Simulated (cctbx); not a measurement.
# What is wrong with this refinement?

Cell a = 4.3600 Å, b = 25.9880 Å, c = 7.3000 Å, α = 90.00°, β = 90.00°, γ = 90.00°; space group Cmc2_1 (no. 36).

The data are simulated with cctbx, not measured: Mo Kα, λ = 0.71073 Å, to d = 0.77 Å, 95 % of the full sphere, strongest reflection 40000 counts, noise from counting, a 1.5 % proportional error and a noise floor of 2 counts (s.d.); no absorption, and some extinction, which the refinements don't model.

An isotropic refinement with weights 1/σ² prints:

```text
Rint 0.021, 1076 unique reflections to 0.77 A
cycle     R1     wR2    GooF  max shift (A)
   1  0.7597  0.9635  37.240   0.12915
  10  0.4449  0.7655  29.589   0.03454
final R1 0.4262 wR2 0.7461 GooF 28.837  parameters 30  data/parameter 35.9
atom        x        y        z      Ueq    occ   su(xyz)  su(Uiso or U11)
Lu1    0.50000  0.97553  0.29186   0.0228  1.000  0.00246  0.0043
Lu2    0.50000  0.67605  0.27356   0.0093  1.000  0.00212  0.0028
Sn1    0.50000  0.79664  0.48633   0.0173  1.000  0.00413  0.0049
Sn2    0.00000  0.94787  0.87013   0.0269  1.000  0.00474  0.0067
Sn3    0.00000  0.59838  0.10278   0.0245  1.000  0.00380  0.0058
Sn4    0.00000  0.70947  0.50968   0.0230  1.000  0.00424  0.0061
Sn5    0.00000  0.87994  0.23641   0.0245  1.000  0.00424  0.0065
Rh1    0.50000  0.87549  0.95065   0.0214  1.000  0.00460  0.0066
Rh2    0.00000  0.77929  0.27175   0.0126  1.000  0.00365  0.0054
Rh3    0.50000  0.54981  0.07415   0.0183  1.000  0.00438  0.0070
difference map: max 162.76 min -48.06 rms 10.29
Q1    0.0000  0.1739  0.2735    4  162.94  0.06 A from Lu2
Q2    0.0000  0.2226  0.7739    4  110.08  0.05 A from Rh2
Q3    0.0000  0.4776  0.2722    4   96.00  0.15 A from Lu1
Q4    0.0000  0.0500  0.3757    4   85.71  0.07 A from Sn2
Q5    0.0000  0.2918  0.4780    4   84.20  0.14 A from Sn1
Q6    0.0000  0.4060  0.9354    4   79.03  0.80 A from Rh1
```

**Question.** Can this result stand? If not, what is the likely fault?

Mend it. The fault: start far from the minimum. Against the right model at the same level, R1 goes from 0.0106 to 0.4262 and GooF from 0.92 to 28.84 and the top difference peak, 162.9 e/Å³, lies on Lu2. Least squares finds the nearest minimum, not the best. The fit had not settled when the cycles ran out.

The compound is Lu2Sn5Rh3. The right model at the same level gives:

```text
Rint 0.021, 1076 unique reflections to 0.77 A
cycle     R1     wR2    GooF  max shift (A)
   1  0.1710  0.3830  14.803   0.10740
   3  0.0106  0.0237   0.917   0.00000
final R1 0.0106 wR2 0.0237 GooF 0.917  parameters 30  data/parameter 35.9
atom        x        y        z      Ueq    occ   su(xyz)  su(Uiso or U11)
Lu1    0.50000  0.97688  0.22879   0.0120  1.000  0.00004  0.0001
Lu2    0.50000  0.67450  0.25894   0.0139  1.000  0.00005  0.0001
Sn1    0.50000  0.78988  0.47914   0.0160  1.000  0.00007  0.0001
Sn2    0.00000  0.95022  0.88476   0.0135  1.000  0.00007  0.0001
Sn3    0.00000  0.59663  0.11478   0.0137  1.000  0.00007  0.0001
Sn4    0.00000  0.70500  0.55702   0.0165  1.000  0.00007  0.0001
Sn5    0.00000  0.87930  0.23561   0.0139  1.000  0.00007  0.0001
Rh1    0.50000  0.89480  0.97968   0.0145  1.000  0.00008  0.0001
Rh2    0.00000  0.77790  0.26301   0.0134  1.000  0.00008  0.0001
Rh3    0.50000  0.54790  0.02021   0.0148  1.000  0.00008  0.0001
difference map: max 0.53 min -0.62 rms 0.14
Q1    0.0000  0.3591  0.2679    4    0.55  2.25 A from Sn5
Q2    0.2450  0.1961  0.6084    8    0.43  1.20 A from Sn4
Q3    0.1189  0.4411  0.2636    8    0.42  1.09 A from Lu1
Q4    0.0000  0.0403  0.6991    4    0.42  2.11 A from Sn5
Q5    0.0000  0.3948  0.2969    4    0.42  2.19 A from Lu1
Q6    0.0000  0.3958  0.6876    4    0.41  0.57 A from Sn3
```

Isotropic U is held between 0.0001 and 1 Å² by the program, and listed peak heights are interpolated, so they can pass the grid's maximum.

This is a model crystal, built by substitution and not relaxed, with assumed displacement parameters.

[Middle refinement cycles are left out of these outputs.]

[Logs are printed without paths, hosts, clocks, repeated set-up lines and the standing remarks that a program may print on its own settings, such as how far it seeks lower states.]
